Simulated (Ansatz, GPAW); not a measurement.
# Si/Mo(110): simulated STM images, part 3 of 3

Aim: Tersoff-Hamann images of Si/Mo(110) at several biases.

GPAW 26.7.0 and Ansatz 0.2.0; Ansatz plane waves; slab in vacuum with a dipole correction, relaxation (the session's first sound run).

So far, lower work function (eV): step 2 (relaxing the atoms, PBE) 4.63; step 3 (the slab's potential, PBE, GPAW) 4.62.

## Step 4: A second plane-wave code (continued)

E_range_-0.5_0. The planar mean of the window's density by height over the top atom:

height over the top atom (Å), log10 planar mean of the window's density (e/Å³) and a bar from the least value:
```
     1.50       -2.8 ##############################
     1.70       -3.0 #############################
     1.90       -3.2 ############################
     2.10       -3.4 ###########################
     2.30       -3.6 ##########################
     2.50       -3.8 #########################
     2.70       -4.0 ########################
     2.90       -4.2 #######################
     3.10       -4.4 ######################
     3.30       -4.6 #####################
     3.50       -4.8 ###################
     3.70       -5.0 ##################
     3.90       -5.2 #################
     4.10       -5.5 ################
     4.30       -5.7 ###############
     4.50       -5.9 ##############
     4.70       -6.1 #############
     4.90       -6.3 ############
     5.10       -6.5 ###########
     5.30       -6.7 ##########
     5.50       -7.0 #########
     5.70       -7.2 #######
     5.90       -7.4 ######
     6.10       -7.6 #####
     6.30       -7.8 ####
     6.50       -8.0 ###
     6.70       -8.2 ##
     6.90       -8.4 #
     7.10       -8.6
```

Density over a1 and a2. Constant height 3 Å over the top atom, window e_range_-0.5_0.

Values in units of 1e-4 e/Å³, 12 rows by 16 columns, each cell a mean:
```
1.8 1.7 1.4 1.1 0.8 0.5 0.3 0.2 0.2 0.2 0.4 0.5 0.8 1.1 1.4 1.7
1.4 1.4 1.3 1.0 0.8 0.5 0.4 0.3 0.2 0.2 0.3 0.4 0.6 0.8 1.1 1.3
1.0 1.0 1.0 0.8 0.6 0.5 0.3 0.2 0.2 0.2 0.2 0.3 0.4 0.5 0.7 0.9
0.6 0.6 0.6 0.6 0.5 0.4 0.3 0.2 0.2 0.1 0.2 0.2 0.2 0.3 0.4 0.5
0.3 0.4 0.4 0.4 0.3 0.3 0.2 0.2 0.1 0.1 0.1 0.2 0.2 0.2 0.3 0.3
0.2 0.2 0.2 0.2 0.2 0.2 0.2 0.1 0.1 0.1 0.1 0.2 0.2 0.2 0.2 0.2
0.2 0.2 0.2 0.2 0.2 0.1 0.1 0.1 0.1 0.2 0.2 0.2 0.2 0.3 0.3 0.3
0.4 0.3 0.3 0.2 0.2 0.1 0.1 0.1 0.2 0.2 0.3 0.3 0.4 0.4 0.4 0.4
0.6 0.5 0.4 0.3 0.2 0.2 0.2 0.2 0.2 0.3 0.4 0.5 0.6 0.7 0.7 0.7
1.1 0.9 0.7 0.5 0.3 0.2 0.2 0.2 0.2 0.3 0.4 0.6 0.8 1.0 1.1 1.1
1.5 1.3 1.0 0.7 0.5 0.3 0.2 0.2 0.2 0.3 0.5 0.7 0.9 1.2 1.5 1.6
1.8 1.6 1.3 1.0 0.7 0.4 0.3 0.2 0.2 0.3 0.4 0.6 0.9 1.3 1.6 1.8
```
Columns: a1 from 0 to 0.975; rows upwards: a2 from 0 to 0.975.

Tip height over the top atom over a1 and a2. Constant current at the density 5.111e-05 e/Å^3, window e_range_-0.5_0.

Ten even steps from '_' (2.31 Å) to '@' (3.46 Å), each cell a mean:
```
@@@@@@@@@@@@%%####**++==----::::::::--==++****##%%%%@@@@@@@@
@@@@@@@@@@%%%%%%##**++++==--::::::::----==++**####%%%%@@@@@@
@@@@@@@@@@%%%%####**++++==--::......::--==++++**####%%%%@@@@
%%%%%%%%%%%%%%####**++++==--::........::--====++**####%%%%%%
%%%%%%%%%%%%####****++==----::..........::--====++****######
##############****++++==--::::..______....::----==++++****##
**************++++====----::....__________..::::----==++++++
++++++++++++++++====----::....______________....::::----====
--============------::::....__________________......::::----
::::----------::::::......____________________........::::::
::::::::::::::........____________________..............::::
::::::..........______________________......::::::::::::::::
--::::::......____________________....::::::----------------
====----::::....________________....::::----======++++++====
++++====----::::..____________....::----====++++++********++
******++++==----::....________..::::--====++********########
######****++====--::......__....::--====++****########%%%%##
%%%%%%####**++++==--::::........::--==++++**####%%%%%%%%%%%%
@@%%%%%%####****++==--::::....::::--==++****####%%%%%%@@@@@@
@@@@@@%%%%%%##****++==--::::..::::--==++****##%%%%@@@@@@@@@@
@@@@@@@@%%%%####**++====--::::::::--==++****##%%%%@@@@@@@@@@
@@@@@@@@@@%%%%####**++==--::::::::--====++**####%%@@@@@@@@@@
```
Columns: a1 from 0 to 0.975; rows upwards: a2 from 0 to 0.975.

E_range_0_0.5. The planar mean of the window's density by height over the top atom:

height over the top atom (Å), log10 planar mean of the window's density (e/Å³) and a bar from the least value:
```
     1.50       -2.9 ##############################
     1.70       -3.1 #############################
     1.90       -3.2 ############################
     2.10       -3.4 ###########################
     2.30       -3.6 ##########################
     2.50       -3.8 #########################
     2.70       -4.0 ########################
     2.90       -4.2 #######################
     3.10       -4.4 #####################
     3.30       -4.6 ####################
     3.50       -4.8 ###################
     3.70       -5.0 ##################
     3.90       -5.2 #################
     4.10       -5.4 ################
     4.30       -5.6 ###############
     4.50       -5.9 ##############
     4.70       -6.1 ############
     4.90       -6.3 ###########
     5.10       -6.5 ##########
     5.30       -6.7 #########
     5.50       -6.9 ########
     5.70       -7.1 #######
     5.90       -7.3 ######
     6.10       -7.5 #####
     6.30       -7.7 ####
     6.50       -7.8 ###
     6.70       -8.0 ##
     6.90       -8.2 #
     7.10       -8.3
```

Density over a1 and a2. Constant height 3 Å over the top atom, window e_range_0_0.5.

Values in units of 1e-4 e/Å³, 12 rows by 16 columns, each cell a mean:
```
1.7 1.6 1.3 1.0 0.7 0.5 0.3 0.2 0.2 0.2 0.3 0.5 0.7 1.0 1.4 1.6
1.4 1.4 1.2 1.0 0.7 0.5 0.3 0.2 0.2 0.2 0.2 0.3 0.5 0.8 1.0 1.2
0.9 1.0 0.9 0.7 0.6 0.4 0.3 0.2 0.2 0.1 0.2 0.2 0.3 0.5 0.7 0.8
0.5 0.6 0.5 0.5 0.4 0.3 0.2 0.2 0.1 0.1 0.1 0.2 0.2 0.3 0.4 0.5
0.3 0.3 0.3 0.3 0.3 0.2 0.2 0.1 0.1 0.1 0.1 0.1 0.2 0.2 0.2 0.3
0.2 0.2 0.2 0.2 0.2 0.1 0.1 0.1 0.1 0.1 0.1 0.1 0.1 0.2 0.2 0.2
0.2 0.2 0.2 0.2 0.1 0.1 0.1 0.1 0.1 0.1 0.1 0.2 0.2 0.2 0.2 0.2
0.3 0.3 0.2 0.2 0.1 0.1 0.1 0.1 0.1 0.2 0.2 0.3 0.3 0.4 0.4 0.4
0.6 0.5 0.4 0.3 0.2 0.2 0.1 0.1 0.2 0.2 0.3 0.4 0.5 0.6 0.7 0.7
1.0 0.8 0.6 0.5 0.3 0.2 0.2 0.2 0.2 0.2 0.4 0.5 0.7 0.9 1.1 1.1
1.4 1.3 1.0 0.7 0.5 0.3 0.2 0.2 0.2 0.3 0.4 0.6 0.9 1.2 1.4 1.5
1.7 1.6 1.2 0.9 0.6 0.4 0.3 0.2 0.2 0.2 0.4 0.6 0.9 1.2 1.5 1.7
```
Columns: a1 from 0 to 0.975; rows upwards: a2 from 0 to 0.975.

Tip height over the top atom over a1 and a2. Constant current at the density 4.678e-05 e/Å^3, window e_range_0_0.5.

Ten even steps from '_' (2.11 Å) to '@' (3.50 Å), each cell a mean:
```
@@@@@@@@@@@@%%%%##****++==--::::::--====++**####%%%%@@@@@@@@
@@@@@@@@@@@@%%%%##****++==--::::::::--==++****##%%%%%%@@@@@@
@@@@@@@@@@%%%%%%##****++==--::::::::----==++****##%%%%%%@@@@
@@@@@@%%%%%%%%####****++==--::::..::::----==++****####%%%%%%
%%%%%%%%%%%%####****++++==--::......::::----==++****######%%
##############****++++==--::::..........::----==++++****####
****************++++==----::....____......::::--====++++++**
++++++++++++++++====----::....__________....::::------====++
================----::::....______________......::::::----==
----------------::::......________________........::::::::--
::::::::::::::::......____________________......::::::::::::
::::::::::..........__________________....::::::::::------::
------::::::......________________....::::--------========--
======----::::::....____________....::::--======++++++++++++
**++++====----::::......______....::----====++++************
##******++++==----::............::::--==++++******##########
########****++====--::::........::--====++****######%%%%%%%%
%%%%%%####****++====--::::....::::--==++****####%%%%%%%%%%%%
@@@@%%%%%%####**++====--::::::::----==++**####%%%%%%@@@@@@@@
@@@@@@@@%%%%####**++====--::::::----==++**####%%%%@@@@@@@@@@
@@@@@@@@@@%%%%##****++==--::::::----==++**####%%%%@@@@@@@@@@
@@@@@@@@@@%%%%####**++==----::::::--==++****##%%%%@@@@@@@@@@
```
Columns: a1 from 0 to 0.975; rows upwards: a2 from 0 to 0.975.

Force by atom:

```tsv
atom	x (eV/Å)	y (eV/Å)	z (eV/Å)	size
Mo1	0.000	0.000	0.468	0.468
Mo2	-0.066	0.000	-0.536	0.540
Mo3	0.000	0.000	0.002	0.002
Mo4	0.002	0.000	0.003	0.004
Mo5	0.000	0.000	0.553	0.553
Mo6	0.000	-0.012	-0.501	0.502
Mo7	0.000	0.000	0.000	0.000
Mo8	0.000	0.001	-0.008	0.008
Mo9	0.000	0.000	0.553	0.553
Mo10	0.000	0.012	-0.501	0.502
Mo11	0.000	0.000	0.000	0.000
Mo12	0.000	-0.001	-0.008	0.008
Mo13	0.000	0.000	0.505	0.505
Mo14	0.066	0.000	-0.536	0.540
Mo15	0.000	0.000	-0.001	0.001
Mo16	-0.002	0.000	0.003	0.004
Si17	0.000	0.000	0.004	0.004
```

Band density in the ca plane at fractional y = 0.000, with atoms of Mo and Si within 0.2 Å of it.

Ten steps, logarithmic in the rise over the least value, from '0' (0.00 Å⁻³) to '9' (0.11 Å⁻³), each cell a mean:
```
89997433344678886555566655776431000000000000
88985434444567875555566767775421000000000000
77654445544456655455666666654321000000000000
76654455544445554456666665543210000000000000
77654445544456765456766544332100000000000000
88986434444467875556766543221000000000000000
99997533344578887656666432210000000000000000
99998532344688887656666432110000000000000000
89997433444578876556666543211000000000000000
77765444444457765556766543321100000000000000
76654455544445654456766555432110000000000000
76654455544445554456666666654210000000000000
78875444444456765555566777765321000000000000
89996433344578886555566666776421000000000000
89997432345688887555566655776431000000000000
```
Columns run along c (16.0 Å, from fractional 0.30 to 0.94 of the cell), rows up along a (5.5 Å). Atoms in or near the plane, at fractional coordinates: Mo at (0.32, 0.00), Mo at (0.50, 0.00), Mo at (0.32, 0.50), Mo at (0.50, 0.50), Si at (0.66, 0.00).

Band density in the ca plane at fractional y = 0.000, with atoms of Mo and Si within 0.2 Å of it.

Values in Å⁻³, 8 rows by 16 columns, each cell a mean:
```
0.12 0.08 0.01 0.01 0.04 0.06 0.01 0.01 0.01 0.02 0.01 0.00 0.00 0.00 0.00 0.00
0.03 0.02 0.01 0.01 0.01 0.02 0.01 0.01 0.01 0.01 0.00 0.00 0.00 0.00 0.00 0.00
0.05 0.02 0.01 0.01 0.02 0.03 0.01 0.01 0.01 0.00 0.00 0.00 0.00 0.00 0.00 0.00
0.12 0.08 0.01 0.01 0.04 0.05 0.01 0.01 0.01 0.00 0.00 0.00 0.00 0.00 0.00 0.00
0.10 0.07 0.01 0.01 0.03 0.05 0.01 0.01 0.01 0.00 0.00 0.00 0.00 0.00 0.00 0.00
0.03 0.01 0.01 0.01 0.01 0.02 0.01 0.01 0.01 0.00 0.00 0.00 0.00 0.00 0.00 0.00
0.05 0.03 0.01 0.01 0.02 0.03 0.01 0.01 0.01 0.01 0.01 0.00 0.00 0.00 0.00 0.00
0.13 0.10 0.01 0.01 0.04 0.07 0.01 0.01 0.01 0.02 0.02 0.00 0.00 0.00 0.00 0.00
```
Columns run along c (16.0 Å, from fractional 0.30 to 0.94 of the cell), rows up along a (5.5 Å). Atoms in or near the plane, at fractional coordinates: Mo at (0.32, 0.00), Mo at (0.50, 0.00), Mo at (0.32, 0.50), Mo at (0.50, 0.50), Si at (0.66, 0.00).

Valence density in the ca plane at fractional y = 0.000, with atoms of Mo and Si within 0.2 Å of it. It is the smooth field of the valence electrons, not physical close to the nuclei.

Values in e/Å³, 8 rows by 16 columns, each cell a mean:
```
4.1 1.6 0.3 0.3 2.0 3.7 0.4 0.3 0.4 0.3 0.1 0.0 0.0 0.0 0.0 0.0
0.6 0.4 0.3 0.3 0.4 0.6 0.3 0.3 0.3 0.2 0.0 0.0 0.0 0.0 0.0 0.0
1.1 0.5 0.3 0.3 0.6 1.1 0.3 0.3 0.2 0.1 0.0 0.0 0.0 0.0 0.0 0.0
5.1 2.0 0.3 0.3 2.6 4.7 0.4 0.2 0.1 0.0 0.0 0.0 0.0 0.0 0.0 0.0
4.1 1.6 0.3 0.3 2.0 3.8 0.4 0.3 0.1 0.0 0.0 0.0 0.0 0.0 0.0 0.0
0.6 0.4 0.3 0.3 0.4 0.6 0.3 0.3 0.2 0.1 0.0 0.0 0.0 0.0 0.0 0.0
1.1 0.5 0.3 0.3 0.6 1.0 0.3 0.3 0.3 0.3 0.1 0.0 0.0 0.0 0.0 0.0
5.1 2.0 0.3 0.3 2.7 4.7 0.4 0.3 0.4 0.2 0.1 0.0 0.0 0.0 0.0 0.0
```
Columns run along c (16.0 Å, from fractional 0.30 to 0.94 of the cell), rows up along a (5.5 Å). Atoms in or near the plane, at fractional coordinates: Mo at (0.32, 0.00), Mo at (0.50, 0.00), Mo at (0.32, 0.50), Mo at (0.50, 0.50), Si at (0.66, 0.00).

The upper face's work function is 4.929 eV, against 4.931 eV in the first plane-wave PBE run at this geometry.

## Step 5: Side by side

Results and costs are gathered.

This step: comparison of work functions, dipole and cost (GPAW 26.7.0).

Ladder, by row:

```tsv
step	code	work function, upper (eV)	work function, lower (eV)	dipole (e Å)	wall time (s)	peak memory (GiB)	threads
pw	GPAW	4.931	4.622	-0.04755	2721	2.34	1
ansatz	Ansatz	4.929	4.63	-0.04638	30.75	2.464	4
```

## Step 6: A changed run

One more run, with changed settings.

This step: GPAW, PAW setups; slab in vacuum (GPAW 26.7.0).

run.py

```python
import json
import numpy as np
from ase import Atoms
from gpaw import GPAW, PW
from gpaw.external import ConstantElectricField

slab = Atoms(
    ['Mo', 'Mo', 'Mo', 'Mo', 'Mo', 'Mo', 'Mo', 'Mo', 'Mo', 'Mo', 'Mo', 'Mo', 'Mo', 'Mo', 'Mo', 'Mo', 'Si'],
    positions=[
        [0.00000, 0.00000, 8.00000],
        [2.22739, 0.00000, 10.22739],
        [-0.00000, -0.00000, 12.47218],
        [2.18715, -0.00000, 14.69362],
        [2.22739, 1.57500, 8.00000],
        [4.45477, 1.57500, 10.22739],
        [2.22739, 1.57500, 12.48547],
        [4.45477, 1.51089, 14.62588],
        [2.22739, -1.57500, 8.00000],
        [4.45477, -1.57500, 10.22739],
        [2.22739, -1.57500, 12.48547],
        [4.45477, -1.51089, 14.62588],
        [4.45477, 0.00000, 8.00000],
        [6.68216, 0.00000, 10.22739],
        [4.45477, 0.00000, 12.45004],
        [6.72239, 0.00000, 14.69362],
        [0.00000, -0.00000, 16.43017]],
    cell=[[4.45477, -3.15, 0.0], [4.45477, 3.15, 0.0], [0.0, 0.0, 24.97599]],
    pbc=[True, True, False])

slab.calc = GPAW(mode=PW(400), xc='PBE', kpts={'size': (6, 6, 1), 'gamma': True},
                 occupations={'name': 'fermi-dirac', 'width': 0.1}, nbands='200%',
                 convergence={'density': 1e-05}, maxiter=50,
                 poissonsolver={'dipolelayer': 'xy'},
                 external=ConstantElectricField(1.5, [0, 0, 1]),
                 symmetry={'tolerance': 1e-3}, txt='slab.txt')
result = {}
energy = slab.get_potential_energy()
fermi = slab.calc.get_fermi_level()
v = slab.calc.get_electrostatic_potential().mean((0, 1)) - fermi
n = slab.calc.get_pseudo_density().mean((0, 1))
L = slab.cell[2, 2]
z = np.arange(len(v)) * L / len(v)
low, high = slab.positions[:, 2].min(), slab.positions[:, 2].max()
below, above = np.interp([low - 5.8, high + 5.8], z, v)
slopes = [np.interp(x, z, np.gradient(v, z)) for x in (low - 5.8, high + 5.8)]
eps = np.array([[slab.calc.get_eigenvalues(k, s) for k in range(len(slab.calc.get_ibz_k_points()))]
                for s in range(slab.calc.get_number_of_spins())]) - fermi
top, bottom = eps[eps < 0].max(), eps[eps > 0].min()
dipole = slab.get_dipole_moment()[2]
print(f'energy {energy:.4f} eV, Fermi level {fermi:.4f} eV, dipole {dipole:.5f} e A')
print(f'potential 5.8 A off the faces, from the Fermi level: lower {below:.4f} eV, upper {above:.4f} eV')
print(f'slope of the potential there: lower {slopes[0]:.5f}, upper {slopes[1]:.5f} eV/A')
print(f'nearest levels on the mesh: {top:.4f} and {bottom:.4f} eV')
print('magnetic moment', round(slab.get_magnetic_moment(), 3))
result.update(energy=energy, fermi=fermi, dipole=dipole, below=below, above=above, slopes=slopes, edges=[top, bottom],
              z=z.tolist(), v=v.tolist(), n=n.tolist(), positions=slab.positions.tolist(),
              forces=slab.get_forces(apply_constraint=False).tolist(), moments=slab.get_magnetic_moments().tolist())
json.dump(result, open('result.json', 'w'))
```

Started as:

```bash
$ OMP_NUM_THREADS=1 OPENBLAS_NUM_THREADS=1 python run.py
```

Numbers of over 12 decimals in the logs are rounded to 6 here.

Output:

```text
energy -178.1217 eV, Fermi level 0.9060 eV, dipole 2.96388 e A
potential 5.8 A off the faces, from the Fermi level: lower 16.6412 eV, upper -2.1274 eV
slope of the potential there: lower -0.38915, upper 0.00929 eV/A
nearest levels on the mesh: -0.0044 and 0.0244 eV
magnetic moment 0.0
```

Elapsed: 55 min, on 1 thread of Intel Xeon Platinum 8375C at 2.90GHz (Ice Lake), shared host; peak memory 1.6 GiB.

The run finished. A setting was moved off its sound value on purpose, so it serves as a test and not as the result.

The fault put into the input: a field far too strong (field = 1.5).

Side by side:

```tsv
quantity	this run	sound run	difference
dipole along the normal (e·Å)	2.9639	-0.047550	3.01
```

The dipole along the normal changes sign: 2.96 e·Å against -0.0475 e·Å.

## Step 7: What came out

```json
{
 "work function, upper and lower face": "4.931 and 4.622 eV",
 "dipole along the normal": "-0.0475 e Å",
 "corrugation at -0.5 V": "1.18 Å",
 "corrugation at 0.5 V": "1.40 Å"
}
```

**Reading.** The corrugation at constant current is largest at 0.5 V, where the tip height varies by 1.4 Å over the cell. Negative sample bias images filled states, positive bias empty ones. The two faces differ by 0.31 eV, the step that the slab's dipole makes (e p/(ε0 A) gives 0.31 eV), so the dipole layer is needed. The two plane-wave codes differ by 0.0014 eV on the upper face. The images are of Tersoff-Hamann type: an s-wave tip, no tip-sample forces, heights closer than in a microscope. Ansatz gives corrugations of 1.2 Å at -0.5 V (GPAW 1.2) and 1.4 Å at 0.5 V (GPAW 1.4). GPAW's time includes a further run over the whole zone for the images, so the two times are not like for like. The cell of 28.1 Å² holds one Si, started on one chosen site; other sites and coverages weren't tried. The in-plane lattice was kept as typed, which isn't the functional's own and leaves some strain; spin-orbit coupling and temperature are left out.

[Logs are printed without paths, hosts, clocks, repeated set-up lines and the standing remarks that a program may print on its own settings, such as how far it seeks lower states.]

[Hosts, paths, dates, database ids (printed as entryN), source tags and the programs' standing remarks are cut or masked in the printed files.]
